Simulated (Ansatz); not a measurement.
# CdS (Hawleyite): given cell or relaxed cell?

Aim: gaps of CdS (Hawleyite) at the database cell and after a full relaxation.

Program: Ansatz 0.2.0. Level of theory: PBE, HSE06 and G0W0, plane waves, PAW. Values are calculated unless marked as measured.

**What was measured.**

- Gap 2.42 eV: optical gap from inflexion point of photoacoustic spectrum, as-grown film; photoacoustic spectroscopy; film (as-grown chemical bath deposited film, about 0.25 um thick, deposited at 80 C) (“Study of the band--gap shift in CdS films: Influence of thermal annealing in different atmospheres”, 1995, arxiv:cond-mat/9501125).

Report form: inputs, costs, results and the conclusion, without the logs.

## (1) Starting point

The structure is cubic, space group F-43m (No. 216). Conventional cell: a = 5.833 Å, b = 5.833 Å, c = 5.833 Å, α = 90.00°, β = 90.00°, γ = 90.00°. Cd has 4 S at 2.53 Å nearest. Nearest to S lie 4 Cd at 2.53 Å. Farther neighbours, and contacts between anions beyond the nearest, are not listed.

Coordinates:

```cif
data_structure
_symmetry_space_group_name_H-M 'F-43m'
_symmetry_Int_Tables_number 216
_cell_length_a 5.8330
_cell_length_b 5.8330
_cell_length_c 5.8330
_cell_angle_alpha 90.000
_cell_angle_beta 90.000
_cell_angle_gamma 90.000
_cell_volume 198.46
loop_
_atom_site_label
_atom_site_type_symbol
_atom_site_symmetry_multiplicity
_atom_site_Wyckoff_symbol
_atom_site_fract_x
_atom_site_fract_y
_atom_site_fract_z
_atom_site_occupancy
Cd1 Cd 4 a 0.00000 0.00000 0.00000 1
S1 S 4 d 0.25000 0.25000 0.75000 1
```

The cell and positions come from the Crystallography Open Database and are kept as given unless a step says otherwise. The runs that relaxed it are not among those shown.

## (2) PBE bands at the given cell

Levels along a band path, at the cheap level, show where the edges lie and whether the meshes to come will hold them.

This step: DFT, PBE, plane waves, PAW; PAW set soft_1.

Contents of input.yaml:

```yaml
crystal:
  lattice:
    - [0.0, 2.9165, 2.9165]
    - [2.9165, 0.0, 2.9165]
    - [2.9165, 2.9165, 0.0]
  atoms:
    - { symbol: Cd, position: [0.0, 0.0, 0.0] }
    - { symbol: S, position: [0.25, 0.25, 0.25] }
kpoints:
  mp_grid: { grid: [8, 8, 8] }
  band_path:
    path:
      - [[0.0, 0.0, 0.0], [-0.5, -0.5, 0.0], [-0.375, -0.375, 0.25]]
      - [[-0.375, 0.0, 0.375], [0.0, 0.0, 0.0], [0.0, 0.0, 0.5], [-0.5, -0.25, 0.25], [-0.5, -0.5, 0.0]]
    npoints: 10
hamiltonian:
  xc: pbe
  pseudopotentials: { kind: paw, azcp: { folder: soft_1 } }
scf:
  occupations: { method: fermi_dirac, width: 0.02 }
  n_extra_bands: 4
output:
  eigenvalues: true
  write_density: true
  write_potential: true
  elf: true
  volumetric_format: npy
```

Run with:

```console
$ ansatz run input.yaml --threads 3 --pin off --max-ram 92160MiB --backend cuda --events-out ev --progress --plain --runs-dir out --devices 1 --max-vram 13GiB
```

Wall time 9.6 s (1 × NVIDIA H100 80GB HBM3 (shared by 6 runs) with 3 threads of AMD EPYC 7R13 (Zen 3), shared host); peak memory 0.9 GiB; 3 s of CPU time.

Numbers from this step:

```yaml
filled_bands: 13
gap: 1.144 eV
valence_top_at: Γ
conduction_bottom_at: Γ
least_direct_gap: 1.144 eV
```

The gap is direct, at Γ.

## (3) The relaxed cell

Cell and ions were relaxed with PBE; that run is not shown. It left this cell:

The structure is cubic, space group F-43m (No. 216). The conventional cell has a = 5.927 Å, b = 5.927 Å, c = 5.927 Å, α = 90.00°, β = 90.00°, γ = 90.00°. Cd has 4 S at 2.57 Å nearest. S has 4 Cd at 2.57 Å nearest. Farther neighbours, and contacts between anions beyond the nearest, are not listed.

## (4) PBE at the relaxed cell

The cell differs from the one that the last finished run ended in (a 4.125 → 4.191 Å, b 4.125 → 4.191 Å, c 4.125 → 4.191 Å).

input.yaml, the sections that differ from step 2:

```yaml
crystal:
  lattice:
    - [0.0, 2.9635407165, 2.9635407165]
    - [2.9635407165, 0.0, 2.9635407165]
    - [2.9635407165, 2.9635407165, 0.0]
  atoms:
    - { symbol: Cd, position: [0.0, 0.0, 0.0] }
    - { symbol: S, position: [0.25, 0.25, 0.25] }
kpoints:
  mp_grid: { grid: [6, 6, 6] }
  band_path:
    path:
      - [[0.0, 0.0, 0.0], [-0.5, -0.5, 0.0], [-0.375, -0.375, 0.25]]
      - [[-0.375, 0.0, 0.375], [0.0, 0.0, 0.0], [0.0, 0.0, 0.5], [-0.5, -0.25, 0.25], [-0.5, -0.5, 0.0]]
    npoints: 10
output:
  eigenvalues: true
# hamiltonian, scf: as in step 2
```

Run time: 4.4 s. Hardware: 1 × NVIDIA H100 80GB HBM3 (shared by 6 runs) with 3 threads; peak memory 0.88 GiB; 3.4 s of CPU time.

Numbers from this step:

```yaml
gap: 1.039 eV
valence_top_at: Γ
conduction_bottom_at: Γ
least_direct_gap: 1.039 eV
```

The gap is direct, at Γ.

## (5) HSE06 at the relaxed cell

The screened hybrid is the usual rung above semilocal functionals: a quarter of exact exchange, cut off beyond a few ångström.

This step: DFT, HSE06, plane waves, PAW; PAW set soft_1.

input.yaml, the sections that differ from step 4:

```yaml
kpoints:
  mp_grid: { grid: [4, 4, 4] }
  band_path:
    path:
      - [0.0, 0.0, 0.0]
      - [-0.5, -0.5, 0.0]
      - [-0.375, -0.375, 0.25]
      - [-0.375, 0.0, 0.375]
      - [0.0, 0.0, 0.5]
      - [-0.5, -0.25, 0.25]
    npoints: 1
hamiltonian:
  xc: hse06
  pseudopotentials: { kind: paw, azcp: { folder: soft_1 } }
scf:
  occupations: { method: fixed }
  n_extra_bands: 4
# crystal, output: as in step 4
```

Wall time 12 s (1 × NVIDIA H100 80GB HBM3 (shared by 6 runs) with 3 threads); peak memory 1.1 GiB.

Read from the output:

```yaml
gap: 2.054 eV
valence_top_at: Γ
conduction_bottom_at: Γ
least_direct_gap: 2.054 eV
```

The gap stands +1.02 eV against PBE.

## (6) G0W0 at the relaxed cell

Now the one-shot GW correction: screening in the RPA, then the self-energy of the levels asked for. This step takes PAW set soft_1 files.

This step: G0W0 on PBE, plane waves, PAW; PAW set soft_1.

Contents of input.yaml:

```yaml
crystal:
  lattice:
    - [0.0, 2.9635407165, 2.9635407165]
    - [2.9635407165, 0.0, 2.9635407165]
    - [2.9635407165, 2.9635407165, 0.0]
  atoms:
    - { symbol: Cd, position: [0.0, 0.0, 0.0] }
    - { symbol: S, position: [0.25, 0.25, 0.25] }
kpoints:
  mp_grid: { grid: [4, 4, 4] }
hamiltonian:
  xc: pbe
  pseudopotentials: { kind: paw, azcp: { folder: soft_1 } }
scf:
  occupations: { method: fixed }
gw:
  n_empty_bands: 155
  ecut_chi: 120
  qp_bands: [v2, c2]
  qp_kpoints: band_edges
  screening: { model: contour_deformation }
```

Wall time 9.3 s (1 × NVIDIA H100 80GB HBM3 (shared by 6 runs) with 3 threads); peak memory 1.1 GiB.

Read from the output:

```
bands summed                                 : 168
RPA ε∞ on this mesh (eigenvalues)            : 11.90, 11.90, 11.90
plane waves in the screening matrix          : 169
G0W0 gap on the mesh                         : 1.667 eV
k of the valence top                         : 0, 0, 0
k of the conduction bottom                   : 0, 0, 0
starting gap on the mesh                     : 1.028 eV
least direct G0W0 gap on the computed points : 1.667 eV
```

The gap on the mesh goes from 1.03 eV to 1.67 eV, a correction of +0.64 eV. Between the two edge states, bare exchange in place of the xc potential would open the gap by 6.80 eV, and correlation takes back 6.16 eV.

## (7) G0W0 at the given cell

input.yaml, the sections that differ from step 6:

```yaml
crystal:
  lattice:
    - [0.0, 2.9165, 2.9165]
    - [2.9165, 0.0, 2.9165]
    - [2.9165, 2.9165, 0.0]
  atoms:
    - { symbol: Cd, position: [0.0, 0.0, 0.0] }
    - { symbol: S, position: [0.25, 0.25, 0.25] }
gw:
  n_empty_bands: 148
  ecut_chi: 120
  qp_bands: [v2, c2]
  qp_kpoints: band_edges
  screening: { model: contour_deformation }
# kpoints, hamiltonian, scf: as in step 6
```

It took 13 s on 1 × NVIDIA H100 80GB HBM3 (shared by 6 runs) with 3 threads; peak memory 1 GiB; 13 s of CPU time.

Read from the output:

```yaml
bands_summed: 161
rpa_eps_infinity_on_this_mesh_eigenvalues: 10.75, 10.75, 10.75
plane_waves_in_the_screening_matrix: 169
g0w0_gap_on_the_mesh: 1.813 eV
k_of_the_valence_top: 0, 0, 0
k_of_the_conduction_bottom: 0, 0, 0
starting_gap_on_the_mesh: 1.133 eV
least_direct_g0w0_gap_on_the_computed_points: 1.813 eV
```

The gap on the mesh goes from 1.13 eV to 1.81 eV, a correction of +0.68 eV. Between the two edge states, bare exchange in place of the xc potential would open the gap by 6.90 eV, and correlation takes back 6.22 eV.

## (8) Together

G0W0 rows are gaps on the mesh, lowered where the mesh misses an edge of the band path.

| level | given cell (eV) | relaxed cell (eV) | change (eV) |
| --- | --- | --- | --- |
| PBE | 1.14 | 1.04 | −0.11 |
| HSE06 | - | 2.05 | - |
| G0W0@PBE | 1.81 | 1.67 | −0.15 |

## (9) Summary of results

| Quantity | Value |
| --- | --- |
| volume change | +4.9 % |
| PBE, given cell | 1.14 eV |
| PBE, relaxed cell | 1.04 eV |
| HSE06, relaxed cell | 2.05 eV |
| G0W0@PBE, relaxed cell | 1.67 eV |
| G0W0@PBE, given cell | 1.81 eV |
| known limits | short of the basis limit; no spin-orbit coupling; coarse k mesh |

Relaxation changes the volume by +4.9 % and the gap by −0.11 eV (PBE) and −0.15 eV (G0W0@PBE). Against experiment, by G0W0@PBE at the given cell: the gap of 1.81 eV lies −0.61 eV from the measured 2.42 eV (optical, 1995). An exciton line or allowed optical edge lies below the quasiparticle gap by the binding energy; a forbidden edge can push the onset above it. The calculation has static nuclei and no excitons; a measured gap holds zero-point and thermal motion, which mostly lowers it. Against the values above the computed gap that would widen the miss. A likelier cause is the start: a gap of 1.13 eV screens too strongly, and one shot does not repair it. Bands and cutoff are finite, so the gap stands short of the basis limit, usually by up to a few tenths of an eV; the mesh is an error of its own. The 4×4×4 mesh is coarse for this cell (its supercell is 16 Å along the shortest edge). The RPA ε∞ on it, from the PBE start, is 10.75; such meshes misread the long-range screening, most where the gap is narrow. The many-body steps are scalar-relativistic: spin-orbit coupling is not in them.

[Long decimals in the printed logs are rounded to 6 places.]

[Logs are printed without paths, hosts, clocks, repeated set-up lines and the standing remarks that a program may print on its own settings, such as how far it seeks lower states.]

[Paths, hosts, dates, memory and timing lines, banners, echoed tables and standing remarks are left out of the program output; an Ansatz launch command may be rebuilt from the run's recorded settings. Measured values are a selection of at most five: reports struck by readers or far from the other reports are left out. None is set beside runs whose start may be inverted or whose files or cutoffs have a known fault.]

[Runs of the session that timed out or met a known fault of the program may be left out.]

[Cells called generated may have been cut or substituted from an entry of the Crystallography Open Database or the Materials Project.]

[Hosts, paths, dates, database ids (printed as entryN), source tags and the programs' standing remarks are cut or masked in the printed files.]

[Where the starting crystal was built by hand or by swapping elements, it need not be the compound's stable phase.]
